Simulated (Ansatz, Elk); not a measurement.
# Dielectric function and optical constants of TaCuP2 (model structure), part 2 of 2

Aim: the dielectric function of TaCuP2 (model structure), and the optical constants that follow from it. The structure is a model built here, which may or may not match a known phase. It was built so: All N replaced by P in the R-3m structure of TaCuN2. The cell is first relaxed with Ansatz.

Elk 11.2.3 (patched build); DFT, PBE, all-electron APW+lo, Dirac cores, scalar-relativistic bands, independent-particle optical response without local fields.

So far: The starting structure; Relaxation.

## Step 3: Ground state

First the ground state: is it a metal or has it a gap?

This step: DFT, PBE, all-electron APW+lo, Dirac cores, scalar-relativistic bands, ground state (Elk 11.2.3 (patched build)).

File elk.in:

```
tasks
  0
  120

xctype
  20

nempty
  14

lorbcnd
  .true.

rgkmax
  7.0

swidth
  0.0018375

maxscl
  100

epsengy
  1e-05

sppath
  './'

avec
  3.038289054532 1.754157003510 14.800298838333
  -3.038289054532 1.754157003510 14.800298838333
  0.000000000000 -3.508314007020 14.800298838333

atoms
  3
  'Ta.in'
  1
  0.500000000000 0.500000000000 0.500000000000   0.000 0.000 0.000
  'Cu.in'
  1
  0.000000000000 0.000000000000 0.000000000000   0.000 0.000 0.000
  'P.in'
  2
  0.905827552800 0.905827552800 0.905827552800   0.000 0.000 0.000
  0.094172447200 0.094172447200 0.094172447200   0.000 0.000 0.000

ngridk
  11 11 11
```

The run is started by

```sh
> OMP_NUM_THREADS=4 elk
```

Numbers of over 12 decimals in the logs are rounded to 6 here.

Output:

```text
┌─────────────────────────┐
│ Elk code version 11.2.3 │
└─────────────────────────┘

All units are atomic (Hartree, Bohr, etc.)

┌─────────────────────────────────────────────────┐
│ Ground-state run starting from atomic densities │
└─────────────────────────────────────────────────┘

Lattice vectors :
   3.038289055       1.754157004       14.80029884
  -3.038289055       1.754157004       14.80029884
   0.000000000      -3.508314007       14.80029884

Reciprocal lattice vectors :
   1.034000583      0.5969805149      0.1415103252
  -1.034000583      0.5969805149      0.1415103252
  0.2326094782E-16  -1.193961030      0.1415103252

Unit cell volume      :    473.2812351
Brillouin zone volume :   0.5241074335

Muffin-tin inner radius fraction :   0.1000000000E-01

Nuclei treated as point charges

Species : 1 (Ta)
 parameters loaded from : Ta.in
 name : tantalum
 nuclear charge    :   -73.00000000
 electronic charge :    73.00000000
 atomic mass :    329847.8435
 muffin-tin radius :    2.762089804
 number of radial points in muffin-tin :   1393
 inner part over the whole radius :   0.9961751644E-02
 number on inner part of muffin-tin    :    999
 approximate nuclear radius :   0.1005189763E-03
 number of mesh points to nuclear radius :    519
 atomic positions (lattice), magnetic fields (Cartesian) :
  1 :   0.00000000  0.00000000  0.00000000    0.00000000  0.00000000  0.00000000

Species : 2 (Cu)
 parameters loaded from : Cu.in
 name : copper
 nuclear charge    :   -29.00000000
 electronic charge :    29.00000000
 atomic mass :    115837.2717
 muffin-tin radius :    2.155482304
 number of radial points in muffin-tin :    993
 inner part over the whole radius :   0.9895364745E-02
 number on inner part of muffin-tin    :    699
 approximate nuclear radius :   0.7406004541E-04
 number of mesh points to nuclear radius :    338
 atomic positions (lattice), magnetic fields (Cartesian) :
  1 :   0.50000000  0.50000000  0.50000000    0.00000000  0.00000000  0.00000000

Species : 3 (P)
 parameters loaded from : P.in
 name : phosphorus
 nuclear charge    :   -15.00000000
 electronic charge :    15.00000000
 atomic mass :    56461.71230
 muffin-tin radius :    1.949106924
 number of radial points in muffin-tin :    793
 inner part over the whole radius :   0.9970357010E-02
 number on inner part of muffin-tin    :    552
 approximate nuclear radius :   0.6081821256E-04
 number of mesh points to nuclear radius :    250
 atomic positions (lattice), magnetic fields (Cartesian) :
  1 :   0.40582755  0.40582755  0.40582755    0.00000000  0.00000000  0.00000000
  2 :  -0.40582755 -0.40582755 -0.40582755    0.00000000  0.00000000  0.00000000

Total number of atoms per unit cell :    4
Total muffin-tin volume :    192.2501759
 ratio of muffin-tin to unit cell volume :   0.4062070533

Spin treatment :
 spin-unpolarised

Number of Bravais lattice symmetries :   12
Number of crystal symmetries         :   12
Crystal has inversion symmetry
Real symmetric eigensolver will be used

k-point grid :     11    11    11
k-point offset :    0.000000000       0.000000000       0.000000000
k-point set is reduced with full crystal symmetry group
Total number of k-points :      146

Muffin-tin radius times maximum |G+k| :    7.000000000
 using average radius
Maximum |G+k| for APW functions       :    3.176120671
Maximum (1/2)|G+k|²                   :    5.043871257
Maximum |G| for potential and density :    12.00000000
Constant for pseudocharge density :    8
 order of it for each species :   15  15  15
 order of it for pair densities of each species (exact exchange by exxq0 0: 15) :   15   9   6
Radial integration step length :    1

G-vector grid sizes :     60    60    60
Number of G-vectors :    13839

Maximum angular momentum used for
 APW functions            :    8
 outer part of muffin-tin :    6
 inner part of muffin-tin :    2

Total nuclear charge    :   -132.0000000
Total core charge       :    78.00000000
Total valence charge    :    54.00000000
Total excess charge     :    0.000000000
Total electronic charge :    132.0000000

Effective Wigner radius, rₛ :   0.9494794766

Number of empty states         :     56
Total number of valence states :     84
Total number of core states    :     78

Conduction state local-orbitals added automatically
Third-order local-orbitals added for an l without core states : F
Total number of local-orbitals :    250

Exchange-correlation functional :     20     0     0
 Perdew-Burke-Ernzerhof, Phys. Rev. Lett. 77, 3865 (1996)
 gradient requirement :    1
 generalised gradient approximation (GGA)

Smearing type :    3
 Fermi-Dirac
Smearing width :   0.1837500000E-02
Effective electronic temperature (K) :    580.2366081

Mixing type :    3
 Broyden mixing, J. Phys. A: Math. Gen. 17, L317 (1984)

Kohn-Sham potential initialised from atomic data

┌──────────────────────────────┐
│ Self-consistent loop started │
└──────────────────────────────┘

┌─────────────────┐
│ Loop number : 1 │
└─────────────────┘

Energies :
 Fermi                       :     0.208103
 sum of occupied eigenvalues :     -10899.860186341
 electron kinetic            :      19884.089313751
 core electron kinetic       :      19121.419675887
 Coulomb                     :     -37417.955910495
 Coulomb potential           :     -30221.115972821
 nuclear-nuclear             :     -1385.4327745824
 electron-nuclear            :     -41872.876478468
 Hartree                     :      5840.3533425549
 Madelung                    :     -22307.397924084
 xc potential                :     -562.83352727056
 exchange                    :     -422.15390869176
 correlation                 :     -6.996285
 electron entropic           :    -0.13420880988827E-02
 total energy                :     -17963.018132542

Density of states at Fermi energy :    120.5089313
 (states/Hartree/unit cell)

Estimated indirect band gap :   0.2098451582E-03
 from k-point 29 to k-point 60
Estimated direct band gap   :   0.4379545224E-02
 at k-point 105

Charges :
 core                        :    78.00000000
 valence                     :    54.00000000
 interstitial                :    8.189801888
 muffin-tins (core leakage)
  species : 1 (Ta)
   atom 1                    :    72.66256108     ( -0.7222156739E-07)
  species : 2 (Cu)
   atom 1                    :    25.08614236     (  0.6673786832E-03)
  species : 3 (P)
   atom 1                    :    13.03074733     (  0.1368896708E-02)
   atom 2                    :    13.03074733     (  0.1368896708E-02)
 total in muffin-tins        :    123.8101981
 total calculated charge     :    131.9956457
 total charge                :    132.0000000
 error                       :   0.4354316521E-02

┌─────────────────┐
│ Loop number : 2 │
└─────────────────┘

Energies :
 Fermi                       :     0.192090
 sum of occupied eigenvalues :     -10899.828491802
 electron kinetic            :      19890.673244732
 core electron kinetic       :      19122.290865129
 Coulomb                     :     -37424.542816121
 Coulomb potential           :     -30231.146112891
 nuclear-nuclear             :     -1385.4327745824
 electron-nuclear            :     -41876.018131478
 Hartree                     :      5836.9080899401
 Madelung                    :     -22308.969759675
 xc potential                :     -559.35562364291
 exchange                    :     -422.69107445249
 correlation                 :     -6.997085
 electron entropic           :    -0.17678990800557E-02
 total energy                :     -17963.559498480

Density of states at Fermi energy :    161.5027689
 (states/Hartree/unit cell)

Estimated indirect band gap :   0.2617405673E-03
 from k-point 67 to k-point 111
Estimated direct band gap   :   0.2038949808E-02
 at k-point 91

Charges :
 core                        :    78.00000000
 valence                     :    54.00000000
 interstitial                :    7.980507220
 muffin-tins (core leakage)
  species : 1 (Ta)
   atom 1                    :    72.34534167     ( -0.7226324783E-07)
  species : 2 (Cu)
   atom 1                    :    25.72261468     (  0.6570277996E-03)
  species : 3 (P)
   atom 1                    :    12.97576821     (  0.1369974790E-02)
   atom 2                    :    12.97576821     (  0.1369974790E-02)
 total in muffin-tins        :    124.0194928
 total calculated charge     :    131.9957407
 total charge                :    132.0000000
 error                       :   0.4259343398E-02

RMS change in Kohn-Sham potential (target) :   0.9202786709     (  0.1000000000E-05)
Absolute change in total energy (target)   :   0.5413659373     (  0.1000000000E-04)

[... 19 loops left out ...]

┌──────────────────┐
│ Loop number : 22 │
└──────────────────┘

Energies :
 Fermi                       :     0.274762
 sum of occupied eigenvalues :     -10890.999632081
 electron kinetic            :      19912.014056031
 core electron kinetic       :      19121.047930969
 Coulomb                     :     -37445.701962803
 Coulomb potential           :     -30239.585242863
 nuclear-nuclear             :     -1385.4327745824
 electron-nuclear            :     -41910.048978944
 Hartree                     :      5849.7797907236
 Madelung                    :     -22325.909341371
 xc potential                :     -563.42844524824
 exchange                    :     -424.66793380797
 correlation                 :     -7.011995
 electron entropic           :    -0.32282557854890E-03
 total energy                :     -17965.368158370

Density of states at Fermi energy :    28.64293182
 (states/Hartree/unit cell)

Estimated indirect band gap :   0.1131890401E-02
 from k-point 144 to k-point 126
Estimated direct band gap   :   0.8111723035E-02
 at k-point 96

Charges :
 core                        :    78.00000000
 valence                     :    54.00000000
 interstitial                :    7.165331472
 muffin-tins (core leakage)
  species : 1 (Ta)
   atom 1                    :    71.92695090     ( -0.8645339022E-07)
  species : 2 (Cu)
   atom 1                    :    27.67305390     (  0.6142195068E-03)
  species : 3 (P)
   atom 1                    :    12.61733187     (  0.1352536553E-02)
   atom 2                    :    12.61733187     (  0.1352536553E-02)
 total in muffin-tins        :    124.8346685
 total calculated charge     :    131.9959025
 total charge                :    132.0000000
 error                       :   0.4097476229E-02

RMS change in Kohn-Sham potential (target) :   0.2708445276E-07 (  0.1000000000E-05)
Absolute change in total energy (target)   :   0.3295321221E-05 (  0.1000000000E-04)

Convergence targets achieved

┌──────────────────┐
│ Loop number : 23 │
└──────────────────┘

Energies :
 Fermi                       :     0.274762
 sum of occupied eigenvalues :     -10890.999632661
 electron kinetic            :      19912.014055932
 core electron kinetic       :      19121.047930779
 Coulomb                     :     -37445.701963328
 Coulomb potential           :     -30239.585240988
 nuclear-nuclear             :     -1385.4327745824
 electron-nuclear            :     -41910.048981902
 Hartree                     :      5849.7797931559
 Madelung                    :     -22325.909342834
 xc potential                :     -563.42844760587
 exchange                    :     -424.66793382439
 correlation                 :     -7.011995
 electron entropic           :    -0.32282557406804E-03
 total energy                :     -17965.368159012

Density of states at Fermi energy :    28.64293136
 (states/Hartree/unit cell)

Estimated indirect band gap :   0.1131889466E-02
 from k-point 144 to k-point 126
Estimated direct band gap   :   0.8111723402E-02
 at k-point 96

Charges :
 core                        :    78.00000000
 valence                     :    54.00000000
 interstitial                :    7.165331474
 muffin-tins (core leakage)
  species : 1 (Ta)
   atom 1                    :    71.92695096     ( -0.8645344707E-07)
  species : 2 (Cu)
   atom 1                    :    27.67305387     (  0.6142194971E-03)
  species : 3 (P)
   atom 1                    :    12.61733184     (  0.1352536565E-02)
   atom 2                    :    12.61733184     (  0.1352536565E-02)
 total in muffin-tins        :    124.8346685
 total calculated charge     :    131.9959025
 total charge                :    132.0000000
 error                       :   0.4097476129E-02

┌──────────────────────────────┐
│ Self-consistent loop stopped │
└──────────────────────────────┘

Warning : core states of species 2 leak from the muffin-tin :   0.6142194971E-03

Warning : core states of species 3 leak from the muffin-tin :   0.1352536565E-02

Wrote STATE.OUT
```

Elapsed: 1.8 min, on 4 threads of Arm Neoverse V2, shared host; peak memory 0.38 GiB; 6.9 min of CPU time.

This step gave:

```
total energy           : -17965 Ha
Fermi energy           : 7.477 eV
DOS at the Fermi level : 1.053 states/eV/cell
```

There are states at the Fermi level within the smearing, so the occupations stay smeared and the carriers get a Drude term.

## Step 4: Independent particles

With the density converged, the vertical transitions are summed over the zone.

This step: DFT, PBE, all-electron APW+lo, Dirac cores, scalar-relativistic bands, independent-particle optical response without local fields (Elk 11.2.3 (patched build)).

elk.in, as its differences from that of step 3:

```diff
@@ -1,4 +1,10 @@
 tasks
-  0
-  120
+  121
+
+optcomp
+  1 1
+  3 3
+
+intraband
+  .true.
 
@@ -17,9 +23,7 @@
 swidth
-  0.0018375
+  0.0036749
 
-maxscl
-  100
-
-epsengy
-  1e-05
+wplot
+  400 100 0
+  0.0 0.80849
```

The run is started by

```sh
> OMP_NUM_THREADS=4 elk
```

Output:

```text
┌─────────────────────────────────┐
│ Elk code version 11.2.3 started │
└─────────────────────────────────┘

Info(readinput): the functional depends on the density's gradient
 muffin-tin radial points multiplied by    2.00000
 (not where nrmtscf is given)

┌────────────────────┐
│ Current task : 121 │
└────────────────────┘
Info(checkmt): changed muffin-tin radius of species 1 (Ta) from   2.8000 to   2.7621
Info(checkmt): changed muffin-tin radius of species 2 (Cu) from   2.4000 to   2.1555
Info(checkmt): changed muffin-tin radius of species 3 (P) from   2.2000 to   1.9491

Info(findsymcrys): atomic basis shift (lattice) :
  0.5000000000      0.5000000000      0.5000000000
See GEOMETRY.OUT for new atomic positions

Info(dielectric):
 dielectric tensor written to EPSILON_ij.OUT
 optical conductivity written to SIGMA_ij.OUT
 plasma frequency written to PLASMA_ij.OUT
 for components
  i = 1, j = 1
  i = 3, j = 3

┌──────────────────┐
│ Elk code stopped │
└──────────────────┘
```

Run time: 14 s. Hardware: 4 threads; peak memory 0.07 GiB; 54 s of CPU time.

This step gave:

* centre of weight of the strongest loss peak in the window: 19.42 eV
* Drude plasma energy, first axis: 3.316 eV

The Im ε has structure finer than the step of the table below, so its rows give means over 0.5 eV, whole bins alone (the curve runs from 0.330 to 21.9 eV). Peaks (eV: height): E ∥ x 1.49: 37.6; E ∥ z 0.88: 9.50, 2.15: 18.6, 2.97: 18.5, 6.00: 13.1.

Sum at mesh points, not converged in k. Im ε against photon energy; means over each step:

```tsv
photon energy (eV)	E ∥ x	E ∥ z
1.0	22.9	6.87
1.5	32.9	9.63
2.0	24.5	16.4
2.5	17.8	16.4
3.0	13.4	16.9
3.5	9.84	16.3
4.0	8.05	15.7
4.5	7.91	12.3
5.0	7.91	10.5
5.5	7.04	10.8
6.0	7.07	12.2
6.5	5.49	9.93
7.0	4.52	9.82
7.5	5.02	9.01
8.0	4.79	6.82
8.5	4.27	4.81
9.0	4.41	3.66
9.5	3.60	2.74
10.0	2.82	2.20
10.5	2.69	1.67
11.0	2.54	1.59
11.5	2.06	1.54
12.0	1.81	1.32
12.5	1.71	1.25
13.0	1.53	1.08
13.5	1.33	0.910
14.0	1.28	0.886
14.5	1.10	0.735
15.0	0.918	0.656
15.5	0.734	0.572
16.0	0.642	0.500
16.5	0.560	0.409
17.0	0.529	0.342
17.5	0.511	0.315
18.0	0.472	0.297
18.5	0.372	0.268
19.0	0.336	0.269
19.5	0.312	0.266
20.0	0.336	0.277
20.5	0.288	0.230
21.0	0.286	0.217
21.5	0.284	0.222
```

Values under 1 per cm are given as 1; sum at mesh points, not converged in k. Table of absorption coefficient by photon energy:

```tsv
photon energy (eV)	E ∥ x (1/cm)	E ∥ z (1/cm)
0.495	2.6e5	1.7e5
0.990	2.7e5	1.1e5
1.485	5.7e5	1.7e5
1.980	6.9e5	3.6e5
2.475	8.0e5	5.1e5
3.025	8.8e5	7.5e5
3.520	8.9e5	8.3e5
4.015	8.5e5	1.1e6
4.510	9.3e5	1.1e6
5.005	9.7e5	1.1e6
5.500	1.1e6	1.2e6
5.995	1.2e6	1.6e6
6.490	1.3e6	1.6e6
6.985	1.2e6	1.8e6
7.480	1.2e6	2.0e6
7.975	1.4e6	2.1e6
8.525	1.4e6	2.1e6
9.020	1.6e6	2.0e6
9.515	1.7e6	2.0e6
10.010	1.6e6	1.9e6
10.505	1.6e6	1.8e6
11.000	1.7e6	1.7e6
11.495	1.7e6	1.8e6
11.990	1.5e6	1.7e6
12.485	1.6e6	1.7e6
12.980	1.6e6	1.7e6
13.475	1.5e6	1.6e6
14.025	1.6e6	1.6e6
14.520	1.6e6	1.5e6
15.015	1.5e6	1.5e6
15.510	1.4e6	1.4e6
16.005	1.3e6	1.4e6
16.500	1.2e6	1.2e6
16.995	1.1e6	1.1e6
17.490	1.1e6	9.8e5
17.985	1.1e6	8.9e5
18.480	9.5e5	7.7e5
18.975	7.9e5	6.7e5
19.525	6.5e5	5.8e5
20.020	6.8e5	6.1e5
20.515	5.5e5	4.8e5
21.010	5.1e5	4.2e5
21.505	5.5e5	4.4e5
```

Sum at mesh points, not converged in k. Reflectivity at normal incidence against photon energy; read off at these points:

```tsv
photon energy (eV)	E ∥ x (%)	E ∥ z (%)
0.50	71.8	65.7
1.00	50.6	33.3
1.50	60.4	43.3
2.00	56.7	46.7
2.50	54.7	44.2
3.00	50.8	47.3
3.50	47.8	44.8
4.00	41.0	48.3
4.50	38.7	46.0
5.00	36.5	41.1
5.50	40.1	40.7
6.00	39.2	47.2
6.22	44.1	49.3
6.50	41.7	45.3
7.00	34.3	48.7
7.50	33.0	52.0
8.00	37.9	57.7
8.50	32.8	58.5
9.00	38.6	61.4
9.50	43.1	62.4
9.68	44.3	60.7
10.00	40.9	61.9
10.18	37.8	63.6
10.50	37.7	60.6
11.00	40.8	56.0
11.50	43.4	54.2
12.00	38.0	53.3
12.50	39.3	52.0
13.00	37.8	52.8
13.50	37.4	53.3
14.00	37.8	50.6
14.50	38.4	50.9
15.00	41.0	48.4
15.50	43.1	50.0
16.00	39.2	48.2
16.50	36.6	49.2
17.00	31.5	48.6
17.50	30.1	41.8
18.00	29.2	38.2
18.50	31.3	33.1
19.00	23.0	24.3
19.50	16.4	19.5
20.00	14.8	16.9
20.50	12.8	15.6
21.00	9.46	10.1
21.50	9.08	9.32
```

Sum at mesh points, not converged in k. The loss function −Im 1/ε at q → 0 by energy loss; read off at these points:

```tsv
energy loss (eV)	E ∥ x	E ∥ z
0.50	0.0260	0.0565
1.00	0.0347	0.0457
1.50	0.0255	0.0215
2.00	0.0392	0.0288
2.50	0.0554	0.0430
3.00	0.0706	0.0470
3.50	0.0968	0.0591
4.00	0.124	0.0605
4.50	0.117	0.0823
5.00	0.122	0.0956
5.50	0.139	0.0930
6.00	0.136	0.0767
6.50	0.161	0.101
7.00	0.218	0.0942
7.50	0.196	0.0909
8.00	0.198	0.0922
8.50	0.234	0.107
9.00	0.204	0.113
9.50	0.205	0.125
10.00	0.263	0.142
10.50	0.300	0.177
11.00	0.280	0.229
11.50	0.312	0.245
12.00	0.405	0.295
12.50	0.394	0.324
13.00	0.448	0.342
13.50	0.517	0.401
14.00	0.525	0.450
14.50	0.579	0.517
15.00	0.636	0.626
15.50	0.767	0.687
16.00	0.939	0.818
16.50	1.20	1.04
17.00	1.58	1.39
17.50	1.73	2.10
18.00	1.88	2.74
18.50	2.54	3.62
18.59	2.88	3.81
19.00	2.90	3.64
19.25	3.21	3.61
19.50	2.75	3.45
20.00	2.46	2.98
20.50	2.40	2.98
21.00	1.84	1.90
21.50	1.78	1.78
```

Optical constants at common wavelengths, from n + ik = √ε:

```tsv
wavelength (nm)	n x	k x	R (%) x	1/α x	n z	k z	R (%) z	1/α z
1550	4.41	2.776	52.3	44 nm	3.43	1.152	34.5	107 nm
1064	5.00	2.110	50.6	40 nm	3.93	0.598	36.3	142 nm
800	4.54	3.901	60.5	16 nm	4.53	1.203	43.4	53 nm
450	2.47	2.967	52.6	12 nm	3.87	2.125	45.2	17 nm
405	2.37	2.869	51.6	11 nm	3.52	2.377	46.0	14 nm
248	2.13	1.901	36.5	10 nm	2.39	2.175	41.1	9.1 nm
193	1.45	1.968	41.3	7.8 nm	2.03	2.406	45.8	6.4 nm
```

A polished face would reflect 51 % of daylight and look light grey (CIE x = 0.317, y = 0.335 under D65).

## Step 5: Outcome

```yaml
drude_plasma_energy_first_axis: 3.32 eV
centre_of_weight_of_the_strongest_loss_peak_in_the_window_first_axis: 19.4 eV
```

What this shows: At this level (PBE, independent particles) TaCuP2 is a metal with a Drude plasma energy of 3.3 eV along x and 2.6 eV along z. The mesh is too coarse to trust the carriers' weight, the reflectivity or the colour to better than tens of per cent. The cell shrank by 5.9 % in volume. Along x the bare Drude plasma energy is 3.3 eV; Re ε first rises through zero at 0.61 eV, far lower, because interband transitions screen the carriers. Im ε is 21 there, so the loss peak at that energy is weak. A polished face would reflect 51 % of daylight and look light grey (CIE x = 0.317, y = 0.335 under D65). The carriers' damping of 0.1 eV is typed, not computed; at 0.8 eV the carriers give 9 % of Im ε along the first axis; the rest comes from the sum over bands, which at low energy also holds close bands and the noise of the mesh. Spin-orbit coupling is left out although heavy atoms are present. The sum runs over mesh points 0.21 Å⁻¹ apart with no interpolation, so peaks are partly noise of the mesh, and the Drude plasma energy, a sum over the Fermi surface, isn't converged. Besides steps told in other documents, this task had 1 step that ran out of time; those not told in a step above aren't shown.

[Machine, clock and banner lines and Python warnings are left out of the logs.]

[Logs are printed without paths, hosts, clocks, repeated set-up lines and the standing remarks that a program may print on its own settings, such as how far it seeks lower states.]

[Hosts, paths, dates, database ids (printed as entryN), source tags and the programs' standing remarks are cut or masked in the printed files.]
